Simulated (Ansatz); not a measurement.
## Y on Hf(0001): change of the work function

Wanted: Δφ(θ) for Y/Hf(0001), starting from the fcc site.

Calculated with Ansatz 0.2.0; plane-wave DFT, PBE, Ansatz PAW.

Report form: inputs, costs, results and the conclusion, without the logs.

### 1. The system as given

The cell holds 4 atoms: 4 Hf. Its edges and angles: a = 3.200 Å, b = 3.200 Å, c = 25.594 Å, α = 90.0°, β = 90.0°, γ = 60.0°. Vacuum lies along c.

### 2. The clean slab

The bare slab comes first, as the zero from which every change is counted. The two lowest layers are held at bulk places and the upper ones relax. The dipole correction removes the false field that a one-sided slab makes across the periodic vacuum, so each face gets a flat vacuum level of its own.

The input, input.yaml:

```yaml
crystal:
  lattice:
    - [3.2, 0.0, 0.0]
    - [1.6, 2.7712812921, 0.0]
    - [0.0, 0.0, 25.5936]
  atoms:
    - { symbol: Hf, position: [0.6666666667, 0.6666666667, 0.3516504126] }
    - { symbol: Hf, position: [0.0, 0.0, 0.4505501375] }
    - { symbol: Hf, position: [0.6666666667, 0.6666666667, 0.5494498625] }
    - { symbol: Hf, position: [0.0, 0.0, 0.6483495874] }
kpoints:
  mp_grid: { grid: [12, 12, 1] }
hamiltonian:
  xc: pbe
scf:
  occupations: { method: fermi_dirac, width: 0.1 }
  convergence: { dr2_threshold: 1.0e-08 }
efield:
  axis: 3
  dipole_correction: true
  ramp_position: 0.97
  ramp_width: 0.06
relax:
  f_tol: 0.02
  max_steps: 60
  constraints: [{ sites: [0, 1] }]
output:
  write_potential: true
  write_density: true
  volumetric_format: npy
```

Started as:

```
$ ansatz run input.yaml --threads 4 --pin off --max-ram 16384MiB --backend cpu --events-out ev --progress --plain --runs-dir out
```

Elapsed: 38 s, on 4 threads of Arm Neoverse V1, shared host; peak memory 0.71 GiB.

Relaxation path:

```csv
step,energy less that of the first step (eV),largest force component (eV/Å)
1,0.0000,0.8192
2,0.0064,1.1135
3,-0.0592,0.1717
4,-0.0611,0.0471
5,-0.0613,0.0017
```

Relaxation step 2 was tried and not accepted.

Forces are held to the 6 operations that the program found; a distortion that breaks them can't arise in this run.

The atoms that moved most (Å):

```csv
atom,dx,dy,dz,length
Hf3,0.000,0.000,0.108,0.108
Hf4,0.000,0.000,-0.043,0.043
```

Final coordinates:

```xyz
4
Lattice="3.2000 0.0000 0.0000 1.6000 2.7713 0.0000 0.0000 0.0000 25.5936" Properties=species:S:1:pos:R:3
Hf    3.2000    1.8475    9.0000
Hf    0.0000    0.0000   11.5312
Hf    3.2000    1.8475   14.1708
Hf    0.0000    0.0000   16.5502
```

Read from the output:

| Quantity | Value |
| --- | --- |
| energy at zero smearing | -62883.4700 eV |
| work function, upper face | 4.332 eV |
| work function, lower face | 4.381 eV |
| dipole along the normal | 0.002372 e·Å |
| step between the vacuum levels | -0.04841 eV |

Running mean over 2.5312 Å of the planar mean; the ramp of the sawtooth is left out. The electron's electrostatic potential energy less the Fermi level by z:

```csv
z (Å),electron's electrostatic potential energy less the Fermi level (eV)
3.0,4.38
3.5,4.38
4.0,4.38
4.5,4.37
5.0,4.35
5.5,4.30
6.0,4.13
6.5,3.64
7.0,2.31
7.5,-0.568
8.0,-4.04
8.5,-6.61
9.0,-7.41
9.5,-7.41
10.0,-7.30
10.5,-7.25
11.0,-7.26
11.5,-7.25
12.0,-7.07
12.5,-6.75
13.0,-6.68
13.5,-6.90
14.0,-7.23
14.5,-7.58
15.0,-8.07
15.5,-8.20
16.0,-7.96
16.5,-7.55
17.0,-6.75
17.5,-4.37
18.0,-0.937
18.5,2.06
19.0,3.51
19.5,4.05
20.0,4.24
20.5,4.30
21.0,4.32
21.5,4.33
22.0,4.33
22.5,4.33
```

The relaxation took 5 steps and lowered the energy by 0.061 eV; the largest force on the free atoms ends at 0.0017 eV/Å.

The work function of the upper face is 4.33 eV.

### 3. Adsorbate added, k-mesh 4×4×1, coverage 0.111 ML

System of this step: Y/Hf(0001). The cell holds 37 atoms: 36 Hf and 1 Y. Cell: a = 9.600 Å, b = 9.600 Å, c = 28.824 Å, α = 90.0°, β = 90.0°, γ = 60.0°. Vacuum lies along c.

The clean slab as it ended is repeated in the plane and the adsorbate is set on one face; the cell's size fixes the coverage, and the k-mesh shrinks with it to keep the sampling density about even. Adsorbate and upper layers relax, since the dipole depends on the height.

The input, input.yaml:

```yaml
crystal:
  lattice:
    - [9.6, 0.0, 0.0]
    - [4.8, 8.3138438763, 0.0]
    - [0.0, 0.0, 28.8244348642]
  atoms:
    - { symbol: Hf, position: [0.2222222222, 0.2222222222, 0.3122350895] }
    - { symbol: Hf, position: [0.0, 0.0, 0.4000494738] }
    - { symbol: Hf, position: [0.2222222222, 0.2222222222, 0.491624836] }
    - { symbol: Hf, position: [0.0, 0.0, 0.5741731424] }
    - { symbol: Hf, position: [0.2222222222, 0.5555555556, 0.3122350895] }
    - { symbol: Hf, position: [0.0, 0.3333333333, 0.4000494738] }
    - { symbol: Hf, position: [0.2222222222, 0.5555555556, 0.491624836] }
    - { symbol: Hf, position: [0.0, 0.3333333333, 0.5741731424] }
[... 24 atom lines left out ...]
    - { symbol: Hf, position: [0.8888888889, 0.8888888889, 0.3122350895] }
    - { symbol: Hf, position: [0.6666666667, 0.6666666667, 0.4000494738] }
    - { symbol: Hf, position: [0.8888888889, 0.8888888889, 0.491624836] }
    - { symbol: Hf, position: [0.6666666667, 0.6666666667, 0.5741731424] }
    - { symbol: "Y", position: [0.1111111111, 0.1111111111, 0.6877649105] }
kpoints:
  mp_grid: { grid: [4, 4, 1] }
hamiltonian:
  xc: pbe
scf:
  occupations: { method: fermi_dirac, width: 0.1 }
  convergence: { dr2_threshold: 1.0e-08 }
efield:
  axis: 3
  dipole_correction: true
  ramp_position: 0.97
  ramp_width: 0.06
relax:
  f_tol: 0.02
  max_steps: 60
  constraints:
    - { sites: [0, 1, 4, 5, 8, 9, 12, 13, 16, 17, 20, 21, 24, 25, 28, 29, 32, 33] }
output:
  write_potential: true
  write_density: true
  volumetric_format: npy
```

The job ended after 46 min (4 threads; peak memory 7.7 GiB; 3 h of CPU time).

Step by step:

```csv
step,energy less that of the first step (eV),largest force component (eV/Å)
1,0.0000,2.1695
2,-0.5016,2.0248
3,-0.8797,1.4668
4,-1.1089,0.6144
5,-1.2084,0.0888
6,-1.2156,0.0480
7,-1.2166,0.0063
```

The run keeps the 6 symmetry operations that the program found, so distortions that break them were not tested.

The atoms that moved most (Å):

```csv
atom,dx,dy,dz,length
Y37,0.000,0.000,-0.794,0.794
Hf20,-0.068,-0.039,0.090,0.120
Hf24,0.000,0.079,0.090,0.120
Hf32,0.068,-0.039,0.090,0.120
Hf8,0.000,-0.039,-0.078,0.087
Hf16,-0.034,0.020,-0.078,0.087
Hf4,0.034,0.020,-0.078,0.087
Hf28,0.000,-0.016,0.067,0.069
```

Final coordinates:

```xyz
37
Lattice="9.6000 0.0000 0.0000 4.8000 8.3138 0.0000 0.0000 0.0000 28.8244" Properties=species:S:1:pos:R:3
Hf    3.2000    1.8475    9.0000
Hf    0.0000    0.0000   11.5312
Hf    3.2244    1.8616   14.1125
Hf    0.0340    0.0196   16.4726
Hf    4.8000    4.6188    9.0000
Hf    1.6000    2.7713   11.5312
Hf    4.7976    4.6202   14.2324
Hf    1.6000    2.7320   16.4726
Hf    6.4000    7.3901    9.0000
Hf    3.2000    5.5426   11.5312
Hf    6.4000    7.3619   14.1125
Hf    3.1863    5.5505   16.6175
Hf    6.4000    1.8475    9.0000
Hf    3.2000    0.0000   11.5312
Hf    6.4000    1.8448   14.2324
Hf    3.1660    0.0196   16.4726
Hf    8.0000    4.6188    9.0000
Hf    4.8000    2.7713   11.5312
Hf    8.0024    4.6202   14.2324
Hf    4.7319    2.7320   16.6406
Hf    9.6000    7.3901    9.0000
Hf    6.4000    5.5426   11.5312
Hf    9.6299    7.3728   14.1614
Hf    6.4000    5.6211   16.6406
Hf    9.6000    1.8475    9.0000
Hf    6.4000    0.0000   11.5312
Hf    9.5756    1.8616   14.1125
Hf    6.4000   -0.0158   16.6175
Hf   11.2000    4.6188    9.0000
Hf    8.0000    2.7713   11.5312
Hf   11.2000    4.6534   14.1614
Hf    8.0681    2.7320   16.6406
Hf   12.8000    7.3901    9.0000
Hf    9.6000    5.5426   11.5312
Hf   12.7701    7.3728   14.1614
Hf    9.6137    5.5505   16.6175
Y     1.6000    0.9238   19.0300
```

Read from the output:

* energy at zero smearing: -569799.8954 eV
* work function, upper face: 3.195 eV
* work function, lower face: 4.373 eV
* dipole along the normal: 0.5194 e·Å
* step between the vacuum levels: -1.178 eV

Running mean over 2.5312 Å of the planar mean; the ramp of the sawtooth is left out. Electron's electrostatic potential energy less the Fermi level against z:

```csv
z (Å),electron's electrostatic potential energy less the Fermi level (eV)
4,4.37
5,4.35
6,4.12
7,2.30
8,-4.04
9,-7.41
10,-7.30
11,-7.26
12,-7.08
13,-6.69
14,-7.24
15,-7.92
16,-7.80
17,-6.80
18,-2.02
19,1.68
20,2.34
21,3.00
22,3.17
23,3.19
24,3.19
25,3.20
```

The relaxation took 7 steps and lowered the energy by 1.2 eV; the largest force on the free atoms ends at 0.0063 eV/Å.

The covered face has 3.20 eV, -1.14 eV against the clean one; the bare back face has moved by -0.01 eV, a measure of how thin the slab is.

### 4. The covered slab, k-mesh 6×6×1, coverage 0.25 ML

System of this step: Y/Hf(0001). The cell holds 17 atoms: 16 Hf and 1 Y. Cell: a = 6.400 Å, b = 6.400 Å, c = 28.824 Å, α = 90.0°, β = 90.0°, γ = 60.0°. Vacuum lies along c.

Another coverage, to see how the dipoles act on each other as their distance changes.

The input, input.yaml:

```yaml
crystal:
  lattice:
    - [6.4, 0.0, 0.0]
    - [3.2, 5.5425625842, 0.0]
    - [0.0, 0.0, 28.8244348642]
  atoms:
    - { symbol: Hf, position: [0.3333333333, 0.3333333333, 0.3122350895] }
    - { symbol: Hf, position: [0.0, 0.0, 0.4000494738] }
    - { symbol: Hf, position: [0.3333333333, 0.3333333333, 0.491624836] }
    - { symbol: Hf, position: [0.0, 0.0, 0.5741731424] }
    - { symbol: Hf, position: [0.3333333333, 0.8333333333, 0.3122350895] }
    - { symbol: Hf, position: [0.0, 0.5, 0.4000494738] }
    - { symbol: Hf, position: [0.3333333333, 0.8333333333, 0.491624836] }
    - { symbol: Hf, position: [0.0, 0.5, 0.5741731424] }
    - { symbol: Hf, position: [0.8333333333, 0.3333333333, 0.3122350895] }
    - { symbol: Hf, position: [0.5, 0.0, 0.4000494738] }
    - { symbol: Hf, position: [0.8333333333, 0.3333333333, 0.491624836] }
    - { symbol: Hf, position: [0.5, 0.0, 0.5741731424] }
    - { symbol: Hf, position: [0.8333333333, 0.8333333333, 0.3122350895] }
    - { symbol: Hf, position: [0.5, 0.5, 0.4000494738] }
    - { symbol: Hf, position: [0.8333333333, 0.8333333333, 0.491624836] }
    - { symbol: Hf, position: [0.5, 0.5, 0.5741731424] }
    - { symbol: "Y", position: [0.1666666667, 0.1666666667, 0.6877649105] }
kpoints:
  mp_grid: { grid: [6, 6, 1] }
hamiltonian:
  xc: pbe
scf:
  occupations: { method: fermi_dirac, width: 0.1 }
  convergence: { dr2_threshold: 1.0e-08 }
efield:
  axis: 3
  dipole_correction: true
  ramp_position: 0.97
  ramp_width: 0.06
relax:
  f_tol: 0.02
  max_steps: 60
  constraints: [{ sites: [0, 1, 4, 5, 8, 9, 12, 13] }]
output:
  dos: { projected: true, e_range: [-8, 4] }
  write_potential: true
  write_density: true
  volumetric_format: npy
  elf: true
```

The job ended after 9.9 min (4 threads; peak memory 5.7 GiB).

Relaxation path:

```csv
step,energy less that of the first step (eV),largest force component (eV/Å)
1,0.0000,2.0141
2,-0.5374,1.9366
3,-0.9117,1.3714
4,-1.1163,0.4415
5,-1.1607,0.1152
6,-1.1645,0.0174
```

The run keeps the 6 symmetry operations that the program found, so distortions that break them were not tested.

The atoms that moved most (Å):

```csv
atom,dx,dy,dz,length
Y17,0.000,0.000,-0.732,0.732
Hf16,0.000,0.000,0.216,0.216
Hf8,0.000,-0.045,-0.007,0.045
Hf4,0.039,0.022,-0.007,0.045
Hf12,-0.039,0.022,-0.007,0.045
Hf15,0.000,0.000,-0.041,0.041
Hf7,0.000,-0.037,-0.007,0.037
Hf11,-0.032,0.018,-0.007,0.037
```

The relaxed structure:

```xyz
17
Lattice="6.4000 0.0000 0.0000 3.2000 5.5426 0.0000 0.0000 0.0000 28.8244" Properties=species:S:1:pos:R:3
Hf    3.2000    1.8475    9.0000
Hf    0.0000    0.0000   11.5312
Hf    3.2319    1.8659   14.1638
Hf    0.0388    0.0224   16.5430
Hf    4.8000    4.6188    9.0000
Hf    1.6000    2.7713   11.5312
Hf    4.8000    4.5820   14.1638
Hf    1.6000    2.7265   16.5430
Hf    6.4000    1.8475    9.0000
Hf    3.2000    0.0000   11.5312
Hf    6.3681    1.8659   14.1638
Hf    3.1612    0.0224   16.5430
Hf    8.0000    4.6188    9.0000
Hf    4.8000    2.7713   11.5312
Hf    8.0000    4.6188   14.1300
Hf    4.8000    2.7713   16.7665
Y     1.6000    0.9238   19.0920
```

Numbers from this step:

| Quantity | Value |
| --- | --- |
| energy at zero smearing | -255382.3959 eV |
| work function, upper face | 2.491 eV |
| work function, lower face | 4.372 eV |
| dipole along the normal | 0.3687 e·Å |
| step between the vacuum levels | -1.881 eV |

Running mean over 2.5312 Å of the planar mean; the ramp of the sawtooth is left out. The electron's electrostatic potential energy less the Fermi level by z:

z (Å), electron's electrostatic potential energy less the Fermi level (eV) and a bar from the least value:
```
        4       4.37 ##############################
        5       4.34 ##############################
        6       4.12 #############################
        7       2.30 #########################
        8      -4.04 #########
        9      -7.41 #
       10      -7.29 #
       11      -7.25 #
       12      -7.10 ##
       13      -6.78 ##
       14      -7.26 #
       15      -7.77 
       16      -7.61 
       17      -6.81 ##
       18      -3.11 ############
       19      -0.35 ##################
       20       0.30 ####################
       21       1.89 ########################
       22       2.39 #########################
       23       2.48 #########################
       24       2.49 #########################
       25       2.49 #########################
```

The density of states has structure finer than the step of the table below, so its rows give means over 0.5 eV. Peaks (eV: height): -0.99: 50.2, -0.87: 45.2, 0.48: 50.3, 0.99: 38.9, 1.26: 46.1, 1.38: 53.3, 1.53: 40.1.

Density of states against energy, zero at the Fermi level; means over each step:

```csv
energy (eV),density of states (states/eV a cell)
-7.5,0
-7.0,0.122
-6.5,1.06
-6.0,1.34
-5.5,2.53
-5.0,2.07
-4.5,4.36
-4.0,4.86
-3.5,6.95
-3.0,11.7
-2.5,13.7
-2.0,10.9
-1.5,15.6
-1.0,25.8
-0.5,16.7
0.0,21.3
0.5,27.7
1.0,30.8
1.5,23.2
```

Projected DOS per atom over height of the atomic layer and energy from the Fermi level. Layers: Hf4 Hf4 Hf4 Hf4 Y from below.

Ten even steps from '0' (0.00 states/eV) to '9' (3.89 states/eV), each cell a mean:
```
23337
22338
43339
42236
42234
31133
34332
22233
11110
12210
11110
11210
11110
00000
00000
00000
00000
00000
00000
00000
00000
00000
```
Columns: height of the atomic layer (Å) from 9 to 19.1; rows upwards: energy from the Fermi level (eV) from -7.96 to 1.95.

Electrostatic potential energy in the ca plane at fractional y = 0.000, with atoms of Hf within 0.2 Å of it. With pseudopotentials it is smooth inside the atoms' cores, unlike the true potential.

Ten even steps from '0' (-35 eV) to '9' (9 eV), each cell a mean:
```
98510004799999984000158999999999999999999999
98741136898888886311479999999999999999999999
89876678988767888766789999999999999999999999
89998889987556899988999999999999999999999999
89988889987556899988999999999999999999999999
89876578988767888766789999999999999999999999
98741126898888986311479999999999999999999999
98510004799999984000158999999999999999999999
98500103799999973010058999999999999999999999
98620015899999985100268888889999999999999999
88864357898878887533588877778999999999999999
89987788987667888877899865578899999999999999
89998899987656899988999864467899999999999999
89987788987667888877899865578899999999999999
88863357898878887433578877788999999999999999
98620015899999985100168888889999999999999999
98500103799999973010058999999999999999999999
```
Columns run along c (16.0 Å, from fractional 0.34 to 0.90 of the cell; values clipped at the 3rd and 97th percentile), rows up along a (6.4 Å). Atoms in or near the plane, at fractional coordinates: Hf at (0.40, 0.00), Hf at (0.57, 0.00), Hf at (0.40, 0.50), Hf at (0.57, 0.49).

Valence density in the ca plane at fractional y = 0.000, with atoms of Hf within 0.2 Å of it. It is the smooth field of the valence electrons, not physical close to the nuclei.

Ten steps, logarithmic in the rise over the least value, from '0' (0 e/Å³) to '9' (30 e/Å³), each cell a mean:
```
11268973111111113798620000000000000000000000
11136642101111112455310000000000000000000000
11112211011121111122100000000000000000000000
11111110011222111110000000000000000000000000
11111110011222111111000000000000000000000000
11112211011111111122100000000000000000000000
11146642101111112465310000000000000000000000
11268973111111113798620000000000000000000000
11379984111111114899731000000000000000000000
11257863101111113688520000000000000000000000
11124431101111111344210001100000000000000000
11111110001121111111111112110000000000000000
11011100001222111111111112210000000000000000
11111110001121111111111112110000000000000000
11124431101111111354210001100000000000000000
11257863101111113688520000000000000000000000
11379984111111114899731000000000000000000000
```
Columns run along c (16.0 Å, from fractional 0.34 to 0.90 of the cell), rows up along a (6.4 Å). Atoms in or near the plane, at fractional coordinates: Hf at (0.40, 0.00), Hf at (0.57, 0.00), Hf at (0.40, 0.50), Hf at (0.57, 0.49).

ELF in the ca plane at fractional y = 0.000, with atoms of Hf within 0.2 Å of it. It is the smooth field of the valence electrons, not physical close to the nuclei.

Ten even steps from '0' (0.00) to '9' (0.83), each cell a mean:
```
73389994256678734999831233322211000000000000
53247862243234432577411333322110000000000000
23222222331221232222123333321100000000000000
13542234421332134432344443211000000000000000
13542234421332134332344443211000000000000000
23222322331222232222112333321100000000000000
53247862243334432577411334322110000000000000
73389995256678734999831233322211000000000000
73489995257789735999941222112222110000000000
63269983245556633899731211111123221000000000
33224531332222332355323212211123332100000000
23422223421221233222344236531123432100000000
13543235521232135433465247731123443210000000
23422223431221233222344235531123432100000000
33225531332222332365322212211123332100000000
63269983255556633899731211111123221000000000
73489995257789735999941222112222110000000000
```
Columns run along c (16.0 Å, from fractional 0.34 to 0.90 of the cell), rows up along a (6.4 Å). Atoms in or near the plane, at fractional coordinates: Hf at (0.40, 0.00), Hf at (0.57, 0.00), Hf at (0.40, 0.50), Hf at (0.57, 0.49).

The relaxation took 6 steps and lowered the energy by 1.2 eV; the largest force on the free atoms ends at 0.017 eV/Å.

By hand: a sheet of dipoles makes a step −p/(ε₀A) in the electron's potential. With e/ε₀ = 180.95 V·Å, p = 0.3687 e·Å and A = 35.47 Å², that is −180.95 × (0.3687) / 35.47 = -1.881 eV, and the two vacuum levels of the run differ by -1.881 eV.

The covered face has 2.49 eV, -1.84 eV against the clean one; the bare back face has moved by -0.01 eV, a measure of how thin the slab is.

### 5. Work function against coverage

This step: plane-wave DFT, PBE, Ansatz PAW; work function against coverage (Ansatz 0.2.0).

The runs are now put side by side.

This step gave:

| Quantity | Value |
| --- | --- |
| work function of the clean face | 4.332 eV |
| largest change of the work function | -1.841 eV |

The work function of the covered face by coverage:

```csv
coverage (adsorbates/nm²),work function of the covered face (eV)
0.00,4.33
1.25,3.20
2.82,2.49
```

The dipole per adsorbate comes from the change of the cell's dipole. Coverage, by row:

```csv
coverage (1/nm²),coverage (ML),work function (eV),change (eV),"dipole per adsorbate, positive end outwards (debye)",mean height of the added atoms over the highest substrate atom (Å)
1.253,0.1111,3.195,-1.137,2.392,2.389
2.819,0.25,2.491,-1.841,1.725,2.325
```

### 6. What came out

```json
{
  "work function of the clean face": "4.33 eV",
  "work function at 0.11 ML": "3.20 eV",
  "work function at 0.25 ML": "2.49 eV",
  "dipole per adsorbate at 0.11 ML, positive end outwards": "2.39 D"
}
```

What this shows: Y lowers the work function of Hf(0001) at the lowest coverage, by 1.14 eV: the adsorbate layer has its positive end outwards. The slab has 4 layers, at the tabulated experimental lattice constant, one starting site was run, and quantum-size effects of a slab this thin can reach one or two tenths of an eV. The main runs have no spin polarisation; a magnetic state could lie lower and would change these results.

[Long decimals in the printed logs are rounded to 6 places.]

[Logs are printed without paths, hosts, clocks, repeated set-up lines and the standing remarks that a program may print on its own settings, such as how far it seeks lower states.]

[Hosts, paths, dates, database ids (printed as entryN), source tags and the programs' standing remarks are cut or masked in the printed files.]

[Maps of the electrostatic potential energy from Ansatz leave out the sawtooth potential of an applied field or a dipole correction, so their vacuum need not be flat; planar profiles and work functions include it.]

[The density of states shown here was stored with 400 of the rows of the run's finer table, so its peaks can read low, often by over a quarter, or be missed, and its means over a window can be off by a tenth or more.]
